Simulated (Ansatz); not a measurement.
# CaHfSe3 (model cell, started as cubic perovskite with Hf in the octahedra): following an unstable mode

Wanted: the energy along a soft mode of CaHfSe3 (model cell, started as cubic perovskite with Hf in the octahedra) and the structure at the end.

Program: Ansatz 0.2.0. Level of theory: DFT LDA, scalar-relativistic, plane waves, PAW; PAW set soft_1. Results are calculated unless marked as measured.

Most raw output is cut from this account.

The structure was built from a prototype and need not be the compound's stable phase.

**1. The structure**

Symmetry: Pm-3m, No. 221, cubic system. The conventional cell has a = 5.075 Å, b = 5.075 Å, c = 5.075 Å, α = 90.00°, β = 90.00°, γ = 90.00°. Nearest to Ca lie 12 Se at 3.59 Å. Nearest to Hf lie 6 Se at 2.54 Å. Nearest to Se lie 2 Hf at 2.54 Å and 4 Ca at 3.59 Å. Farther neighbours and most contacts between anions are not listed.

**2. Response at finite wavevector**

The cell comes from relaxations at this level that are not shown. Stability and thermal properties need the whole zone. Linear response on a 2×2×2 q mesh gives force constants as far as a supercell of that size would.

File input.yaml:

```yaml
crystal:
  lattice:
    - [5.0745860677, 0.0, 0.0]
    - [0.0, 5.0745860677, 0.0]
    - [0.0, 0.0, 5.0745860677]
  atoms:
    - { symbol: Ca, position: [0.0, 0.0, 0.0] }
    - { symbol: Hf, position: [0.5, 0.5, 0.5] }
    - { symbol: Se, position: [0.5, 0.5, 0.0] }
    - { symbol: Se, position: [0.5, 0.0, 0.5] }
    - { symbol: Se, position: [0.0, 0.5, 0.5] }
kpoints:
  mp_grid: { grid: [8, 8, 8] }
hamiltonian:
  xc: lda
  pseudopotentials: { kind: paw, azcp: { folder: soft_1 }, xc_functional: pbe }
scf:
  occupations: { method: methfessel_paxton, width: 0.2 }
output:
  eigenvalues: true
phonons:
  method: dfpt
  qmesh: [2, 2, 2]
  temperatures: { t_max: 1000, t_step: 50 }
  qpath:
    path:
      - [[0.0, 0.0, 0.0], [0.0, 0.5, 0.0], [0.5, 0.5, 0.0], [0.0, 0.0, 0.0], [0.5, 0.5, 0.5], [0.0, 0.5, 0.0]]
      - [[0.5, 0.5, 0.5], [0.5, 0.5, 0.0]]
    npoints: 10
```

The run is started by

```console
$ ansatz run input.yaml --threads 4 --pin off --max-ram 16384MiB --backend cpu --events-out ev --progress --plain --runs-dir out
```

It took 9.2 min on 4 threads of Arm Neoverse V2, shared host; peak memory 2.2 GiB; 36 min of CPU time.

Numbers from this step:

```
volume per atom                                         : 26.14 Å³
gap on the k-mesh                                       : 0 eV
sum-rule residual before enforcement                    : 4.02e-5 eV/Å²
lowest frequency on the path                            : -118.7 cm⁻¹
point group                                             : m-3m
highest frequency on the path or at a solved wavevector : 301.8 cm⁻¹
highest optical mode at the zone centre (no LO-TO term) : 250.4 cm⁻¹
lowest optical zone-centre mode                         : -118.7 cm⁻¹
lowest mode on the q mesh (acoustic modes at Γ apart)   : -118.7 cm⁻¹
```

Frequencies (cm⁻¹) solved at each irreducible wavevector; negative means imaginary. Frequencies by wavevector, by row:

| q in reciprocal lattice units | star | mode 1 | mode 2 | mode 3 | mode 4 | mode 13 | mode 14 | mode 15 |
| --- | --- | --- | --- | --- | --- | --- | --- | --- |
| 0 0 0 | 1 | -118.7 | -118.7 | -118.7 | -78 | 250.4 | 250.4 | 250.4 |
| 0 0 -0.5 | 3 | -107.9 | -107.9 | -64 | -64 | 252.7 | 252.7 | 278.3 |
| 0 -0.5 -0.5 | 3 | -109.6 | -109.6 | -106.9 | -85.9 | 205.8 | 255.9 | 290.7 |
| -0.5 -0.5 -0.5 | 1 | -112 | -112 | -112 | -110.7 | 175.1 | 175.1 | 301.8 |

Interpolated from a 2×2×2 q mesh. The phonon branches at the labelled points (cm⁻¹):

| point | branch 1 | branch 2 | branch 3 | branch 4 | branch 12 | branch 13 | branch 14 | branch 15 |
| --- | --- | --- | --- | --- | --- | --- | --- | --- |
| Γ | -119 | -119 | -119 | -78 | 0 | 250 | 250 | 250 |
| halfway | -114 | -114 | -82 | -68 | 106 | 252 | 252 | 263 |
| X | -108 | -108 | -64 | -64 | 154 | 253 | 253 | 278 |
| halfway | -109 | -98 | -90 | -86 | 156 | 230 | 254 | 286 |
| M | -110 | -110 | -107 | -86 | 159 | 206 | 256 | 291 |
| halfway | -107 | -104 | -94 | -81 | 110 | 239 | 253 | 276 |
| Γ | -119 | -119 | -119 | -78 | 0 | 250 | 250 | 250 |
| halfway | -104 | -104 | -94 | -85 | 115 | 235 | 235 | 289 |
| R | -112 | -112 | -112 | -111 | 155 | 175 | 175 | 302 |
| halfway | -106 | -105 | -98 | -92 | 156 | 219 | 230 | 296 |
| X | -108 | -108 | -64 | -64 | 154 | 253 | 253 | 278 |
| jump to R | -112 | -112 | -112 | -111 | 155 | 175 | 175 | 302 |
| halfway | -111 | -111 | -109 | -100 | 157 | 191 | 220 | 300 |
| M | -110 | -110 | -107 | -86 | 159 | 206 | 256 | 291 |

Symmetry leaves 4 wavevectors to solve. The lowest mode among them, the acoustic zeros apart, lies at Γ and is imaginary, 118.7i cm⁻¹, so the energy falls along it.

**3. The mode frozen in, largest atomic shift 0 Å**

The mode followed lies at q = (-0.5, -0.5, -0.5) with frequency 112.0i cm⁻¹ and is 3-fold degenerate, one of the unstable modes though not the softest. At small amplitude the distorted cell has space group no. 139 by a symmetry search on the positions. The undistorted cell that holds it gives the zero of energy on the same k mesh.

System of this step: CaHfSe3 (model cell, started as cubic perovskite with Hf in the octahedra). It takes space group Pm-3m (No. 221, cubic). The conventional cell has a = 5.075 Å, b = 5.075 Å, c = 5.075 Å, α = 90.00°, β = 90.00°, γ = 90.00°. Nearest to Ca lie 12 Se at 3.59 Å. Nearest to Hf lie 6 Se at 2.54 Å. Nearest to Se lie 2 Hf at 2.54 Å and 4 Ca at 3.59 Å. Farther neighbours and most contacts between anions are not listed.

input.yaml, the sections that differ from step 2:

```yaml
crystal:
  lattice:
    - [5.0745860677, 5.0745860677, 0.0]
    - [5.0745860677, 0.0, 5.0745860677]
    - [5.0745860677, 0.0, -5.0745860677]
  atoms:
    - { symbol: Ca, position: [0.0, 0.5, 0.5] }
    - { symbol: Ca, position: [0.0, 0.0, 0.0] }
    - { symbol: Hf, position: [0.5, 0.25, 0.75] }
    - { symbol: Hf, position: [0.5, 0.75, 0.25] }
    - { symbol: Se, position: [0.5, 0.0, 1.0] }
    - { symbol: Se, position: [0.5, 0.5, 0.5] }
    - { symbol: Se, position: [0.0, 0.0, 0.5] }
    - { symbol: Se, position: [0.0, 0.5, 0.0] }
    - { symbol: Se, position: [0.5, 0.5, 0.0] }
    - { symbol: Se, position: [0.5, 0.0, 0.5] }
output:
  forces: true
  stress: true
  eigenvalues: true
# kpoints, hamiltonian, scf: as in step 2
# phonons: removed
```

The job ended after 14 s (4 threads; peak memory 1.1 GiB).

This step gave:

- pressure: 0.02132 GPa
- gap on the k-mesh: 0.02466 eV
- energy from the undistorted cell: 0 meV/atom

The run ends at a pressure of 0.02 GPa.

**4. The mode frozen in, largest atomic shift 0.6 Å**

The atoms are moved along the unstable eigenvector, the largest shift by 0.6 Å, with the cell fixed.

input.yaml, the sections that differ from step 3:

```yaml
crystal:
  lattice:
    - [5.0745860677, 5.0745860677, 0.0]
    - [5.0745860677, 0.0, 5.0745860677]
    - [5.0745860677, 0.0, -5.0745860677]
  atoms:
    - { symbol: Ca, position: [-0.1182362447, 0.5591181223, 0.5591181223] }
    - { symbol: Ca, position: [0.1182362447, -0.0591181223, -0.0591181223] }
    - { symbol: Hf, position: [0.5, 0.25, 0.75] }
    - { symbol: Hf, position: [0.5, 0.75, 0.25] }
    - { symbol: Se, position: [0.5, -0.0081599845, 0.9918400155] }
    - { symbol: Se, position: [0.5, 0.5081599845, 0.5081599845] }
    - { symbol: Se, position: [0.0, 0.0, 0.5] }
    - { symbol: Se, position: [0.0, 0.5, 0.0] }
    - { symbol: Se, position: [0.5, 0.5081599845, -0.0081599845] }
    - { symbol: Se, position: [0.5, -0.0081599845, 0.5081599845] }
# kpoints, hamiltonian, scf, output: as in step 3
```

Elapsed: 33 s, on 4 threads; peak memory 1.5 GiB; 2.2 min of CPU time.

This step gave:

| Quantity | Value |
| --- | --- |
| pressure | 1.239 GPa |
| gap on the k-mesh | 0 eV |
| energy from the undistorted cell | -49.38 meV/atom |

The energy, extrapolated to zero smearing, is -49.38 meV/atom against the undistorted cell.

The run ends at a pressure of 1.24 GPa, with forces up to 0.43 eV/Å.

**5. Energy along the mode, all amplitudes (two of the runs are shown above)**

An imaginary frequency means negative curvature, so the energy should fall and then rise again as anharmonic terms take over.

Numbers from this step:

| Property | Result |
| --- | --- |
| depth at the lowest point sampled | 49.38 meV/atom |
| largest atomic shift at that point | 0.6 Å |

Table of energy from the parent by largest atomic shift:

| largest atomic shift (Å) | energy from the parent (meV/atom) |
| --- | --- |
| 0.000 | 0 |
| 0.040 | -0.32 |
| 0.080 | -1.27 |
| 0.140 | -3.86 |
| 0.220 | -9.27 |
| 0.320 | -18.6 |
| 0.450 | -33.3 |
| 0.600 | -49.4 |

Displacement at unit largest shift by atom:

| atom | x (Å) | y (Å) | z (Å) | size |
| --- | --- | --- | --- | --- |
| Ca1 | 0.00 | -1.00 | 0.00 | 1.00 |
| Ca2 | 0.00 | 1.00 | 0.00 | 1.00 |
| Hf3 | 0.00 | 0.00 | 0.00 | 0.00 |
| Hf4 | 0.00 | 0.00 | 0.00 | 0.00 |
| Se5 | -0.14 | 0.00 | 0.00 | 0.14 |
| Se6 | 0.14 | 0.00 | 0.00 | 0.14 |
| Se7 | 0.00 | 0.00 | 0.00 | 0.00 |
| Se8 | 0.00 | 0.00 | 0.00 | 0.00 |
| Se9 | 0.00 | 0.00 | 0.14 | 0.14 |
| Se10 | 0.00 | 0.00 | -0.14 | 0.14 |

The lowest of the steps tried is the last one, at 0.6 Å, 49.4 meV/atom below the parent; the bottom of the well need not coincide with a step.

**6. Relaxation from the frozen mode**

Starting from the lowest point found, all atoms and the cell are let go, so that strain and other modes of the same symmetry can join in.

input.yaml: that of step 4 with these lines changed.

```diff
@@ -27 +27,6 @@
   eigenvalues: true
+relax:
+  adjacent_minimum: "off"
+  f_tol: 0.002
+  max_steps: 120
+  cell: { stress_tol: 0.03 }
```

The job ended after 4.2 min (4 threads; peak memory 1.5 GiB).

The steps of the relaxation:

| step | energy less that of the first step (eV) | largest force component (eV/Å) | pressure (GPa) | volume (Å³) |
| --- | --- | --- | --- | --- |
| 1 | 0.0000 | 0.4286 | 1.24 | 261.36 |
| 2 | -0.1231 | 0.2014 | -1.01 | 272.57 |
| 3 | -0.0109 | 0.5868 | 1.18 | 270.57 |
| 4 | -0.1490 | 0.0566 | -0.05 | 269.76 |
| 5 | -0.1500 | 0.0159 | 0.04 | 269.93 |
| 6 | -0.1500 | 0.0117 | 0.00 | 270.03 |
| 7 | -0.1501 | 0.0002 | 0.00 | 270.00 |
| 8* | -0.1514 | 0.0002 | 0.00 | 270.00 |

Relaxation steps marked * repeat the geometry before them on a plane-wave basis chosen anew for their cell, so energy and pressure can jump there. Relaxation step 3 was tried and not accepted.

The run keeps the 16 symmetry operations that it works with, so distortions that break them were not tested.

| conventional cell, symmetrised | before | after | change |
| --- | --- | --- | --- |
| a (Å) | 7.177 | 7.222 | +0.6 % |
| b (Å) | 7.177 | 7.222 | +0.6 % |
| c (Å) | 10.149 | 10.353 | +2.0 % |
| volume (Å³/atom) | 26.14 | 27.00 | +3.3 % |

The atoms that moved most (Å, as changes of fractional coordinates times the final cell):

| atom | dx | dy | dz | length |
| --- | --- | --- | --- | --- |
| Ca1 | 0.000 | -0.221 | 0.000 | 0.221 |
| Ca2 | 0.000 | 0.221 | 0.000 | 0.221 |
| Se9 | 0.000 | 0.000 | 0.021 | 0.021 |
| Se10 | 0.000 | 0.000 | -0.021 | 0.021 |
| Se5 | -0.021 | 0.000 | 0.000 | 0.021 |
| Se6 | 0.021 | 0.000 | 0.000 | 0.021 |

This step gave:

```yaml
pressure: 0.002727 GPa
volume_per_atom: 27.00 Å³
gap_on_the_k_mesh: 0.05105 eV
```

The distorted start has space group I4/mmm; the relaxation ends in I4/mmm.

**7. The new phase in its own primitive cell**

The relaxed structure is symmetrised, reduced to its primitive cell and relaxed tightly, as its phonons need.

File input.yaml:

```yaml
crystal:
  lattice:
    - [-3.6110849004, 3.6110849004, 5.1764366261]
    - [3.6110849004, -3.6110849004, 5.1764366261]
    - [3.6110849004, 3.6110849004, -5.1764366261]
  atoms:
    - { symbol: Ca, position: [0.1694976639, 0.1694976639, 0.0] }
    - { symbol: Ca, position: [0.8305023361, 0.8305023361, 0.0] }
    - { symbol: Hf, position: [0.0, 0.5, 0.5] }
    - { symbol: Hf, position: [0.5, 0.0, 0.5] }
    - { symbol: Se, position: [0.7601682243, 0.7601682243, 0.5203364485] }
    - { symbol: Se, position: [0.2398317757, 0.2398317757, 0.4796635515] }
    - { symbol: Se, position: [0.25, 0.75, 0.5] }
    - { symbol: Se, position: [0.75, 0.25, 0.5] }
    - { symbol: Se, position: [0.7601682243, 0.2398317757, 0.0] }
    - { symbol: Se, position: [0.2398317757, 0.7601682243, 0.0] }
kpoints:
  mp_grid: { grid: [6, 6, 6] }
hamiltonian:
  xc: lda
  pseudopotentials: { kind: paw, azcp: { folder: soft_1 }, xc_functional: pbe }
scf:
  occupations: { method: methfessel_paxton, width: 0.2 }
output:
  forces: true
  stress: true
  eigenvalues: true
relax:
  adjacent_minimum: "off"
  f_tol: 0.001
  max_steps: 60
  cell: { stress_tol: 0.01 }
```

Run time: 73 s. Hardware: 4 threads; peak memory 1.2 GiB; 4.8 min of CPU time.

Little changed from the start: no atom moved by 0.005 Å and no cell edge by 0.1 %.

This step gave:

| Item | Value |
| --- | --- |
| pressure | -4.14e-4 GPa |
| gap on the k-mesh | 0.05244 eV |
| direct gap on mesh | 0.1533 eV |

The largest force component left is 0.33 meV/Å and the pressure is 0.000 GPa, within the tolerances set. The cell now holds 27.00 Å³/atom.

**8. Modes of the new phase, k-mesh 6×6×6**

A relaxed structure may still be a saddle point, so its zone-centre modes are computed. No field response is asked, and the gap on the mesh is small against the smearing.

File input.yaml:

```yaml
crystal:
  lattice:
    - [-3.6112632737, 3.6112632737, 5.1765139318]
    - [3.6112632737, -3.6112632737, 5.1765139318]
    - [3.6112632737, 3.6112632737, -5.1765139318]
  atoms:
    - { symbol: Ca, position: [0.1694356981, 0.1694356981, 0.0] }
    - { symbol: Ca, position: [0.8305643019, 0.8305643019, 0.0] }
    - { symbol: Hf, position: [0.0, 0.5, 0.5] }
    - { symbol: Hf, position: [0.5, 0.0, 0.5] }
    - { symbol: Se, position: [0.7601313212, 0.7601313212, 0.5202626425] }
    - { symbol: Se, position: [0.2398686788, 0.2398686788, 0.4797373575] }
    - { symbol: Se, position: [0.25, 0.75, 0.5] }
    - { symbol: Se, position: [0.75, 0.25, 0.5] }
    - { symbol: Se, position: [0.7601313212, 0.2398686788, 0.0] }
    - { symbol: Se, position: [0.2398686788, 0.7601313212, 0.0] }
kpoints:
  mp_grid: { grid: [6, 6, 6] }
hamiltonian:
  xc: lda
  pseudopotentials: { kind: paw, azcp: { folder: soft_1 }, xc_functional: pbe }
scf:
  occupations: { method: methfessel_paxton, width: 0.2 }
output:
  eigenvalues: true
phonons:
  method: dfpt
```

Run time: 26 min. Hardware: 4 threads; peak memory 7.9 GiB; 1.7 h of CPU time.

This step gave:

```
sum-rule residual before enforcement                    : 3.63e-5 eV/Å²
point group                                             : 4/mmm
highest optical mode at the zone centre (no LO-TO term) : 289 cm⁻¹
lowest optical zone-centre mode                         : -94.07 cm⁻¹
```

Patterns of degenerate modes are one choice out of their space. The modes at Γ (shares of kinetic energy by element, %) (negative means imaginary):

| mode | frequency (cm⁻¹) | symmetry | Ca % | Hf % | Se % |
| --- | --- | --- | --- | --- | --- |
| 1 | -94.1 | Eg | 19 | 0 | 81 |
| 2 | -94.1 | Eg | 19 | 0 | 81 |
| 3 | -67.8 | Eu | 28 | 1 | 71 |
| 4 | -67.8 | Eu | 28 | 1 | 71 |
| 5 | -62.8 | A2u | 4 | 53 | 43 |
| 6 | -51.8 | B2g | 0 | 0 | 100 |
| 7 | 0.0 | acoustic | 9 | 39 | 52 |
| 8 | 0.0 | acoustic | 9 | 39 | 52 |
| 9 | 0.0 | acoustic | 9 | 39 | 52 |
| 10 | 22.7 | Eu | 3 | 47 | 50 |
| 11 | 22.7 | Eu | 3 | 47 | 50 |
| 12 | 37.6 | B1u | 0 | 0 | 100 |
| 13 | 76.6 | Eg | 80 | 0 | 20 |
| 14 | 76.6 | Eg | 80 | 0 | 20 |
| 15 | 83.5 | Eu | 48 | 17 | 35 |
| 16 | 83.5 | Eu | 48 | 17 | 35 |
| 17 | 105.4 | A2u | 87 | 0 | 13 |
| 18 | 107.2 | Eg | 1 | 0 | 99 |
| 19 | 107.2 | Eg | 1 | 0 | 99 |
| 20 | 123.3 | A1g | 13 | 0 | 87 |
| 21 | 140.4 | B2u | 0 | 100 | 0 |
| 22 | 163.6 | A1g | 87 | 0 | 13 |
| 23 | 164.9 | B1g | 0 | 0 | 100 |
| 24 | 165.8 | Eu | 12 | 83 | 5 |
| 25 | 165.8 | Eu | 12 | 83 | 5 |
| 26 | 196.9 | A2g | 0 | 0 | 100 |
| 27 | 208.8 | A2u | 0 | 7 | 92 |
| 28 | 242.3 | Eu | 0 | 13 | 87 |
| 29 | 242.3 | Eu | 0 | 13 | 87 |
| 30 | 289.0 | B1g | 0 | 0 | 100 |

Displacements in mode 1 (-94.1 cm⁻¹), the largest set to 1:
```
Ca1 -0.02  0.88  0.00
Ca2  0.02 -0.88  0.00
Hf3  0.00  0.00  0.00
Hf4  0.00  0.00  0.00
Se5  0.00  0.00  0.55
Se6  0.00  0.00 -0.55
Se7  0.03  1.00  0.00
Se8 -0.03 -1.00  0.00
Se9  0.00  0.00  0.58
Se10 0.00  0.00 -0.58
```

Displacements in mode 21 (140.4 cm⁻¹), the largest set to 1:
```
Ca1  0.00  0.00  0.00
Ca2  0.00  0.00  0.00
Hf3  0.00  0.00 -1.00
Hf4  0.00  0.00  1.00
Se5  0.00  0.00  0.00
Se6  0.00  0.00  0.00
Se7  0.00  0.00  0.00
Se8  0.00  0.00  0.00
Se9  0.00  0.00  0.00
Se10 0.00  0.00  0.00
```

Before it was imposed, the acoustic sum rule was missed by 3.6e-5 eV/Å². Small misses are needed for a sound result but don't prove that mesh and cutoff are converged. The lowest optical mode is imaginary, 94.1i cm⁻¹, so the energy falls along it.

**9. What came out**

```
unstable mode of the parent                                                      : q = (-0.5, -0.5, -0.5), 112i cm⁻¹
depth at the lowest point sampled                                                : 49.4 meV/atom
largest atomic shift at that point                                               : 0.6 Å
space group reached (within 0.01 Å)                                              : I4/mmm
energy gained over the parent (first relaxation, on the mesh of the frozen mode) : 64.5 meV/atom
volume per atom, phase reached                                                   : 27.0 Å³
gap on the k-mesh, phase reached                                                 : 0.0524 eV
lowest optical zone-centre mode, phase reached                                   : -94.1 cm⁻¹
highest optical mode at the zone centre (no LO-TO term), phase reached           : 289 cm⁻¹
```

**Reading.** Along this mode the structure falls into I4/mmm, 64.5 meV/atom below the parent. At the parent's cell the well is 49.38 meV/atom deep on the steps tried, with its lowest point at a shift of 0.6 Å. That is the last step tried, so the steps alone don't bracket the bottom of the well. Relaxing atoms and cell changes the gain by +15.15 meV/atom against the lowest step (energies at zero smearing). The new phase still has an imaginary mode at the zone centre of its cell, so it is a saddle point on the way to a lower structure. Of the 5 patterns followed to their end from this parent, this one ends 38.3 meV/atom above the lowest, P4mm. Each path keeps the symmetry of its pattern, so a lower phase may lie along a pattern not tried. With no gap, or one that is small against the smearing, the frequencies hang on the k mesh and the smearing, most of all near Kohn anomalies. A semilocal functional can close a gap that the real compound would have, so the metallic treatment may be an artefact of the level. Spin-orbit coupling is left out, which can matter for the heavy elements here. The PAW files were made for PBE and serve the other functionals too. The starting cell was built on a prototype and not taken from a measurement, so the phase need not exist.

[Logs are printed without paths, hosts, clocks, repeated set-up lines and the standing remarks that a program may print on its own settings, such as how far it seeks lower states.]

[Hosts, paths, dates, database ids (printed as entryN), source tags and the programs' standing remarks are cut or masked in the printed files.]
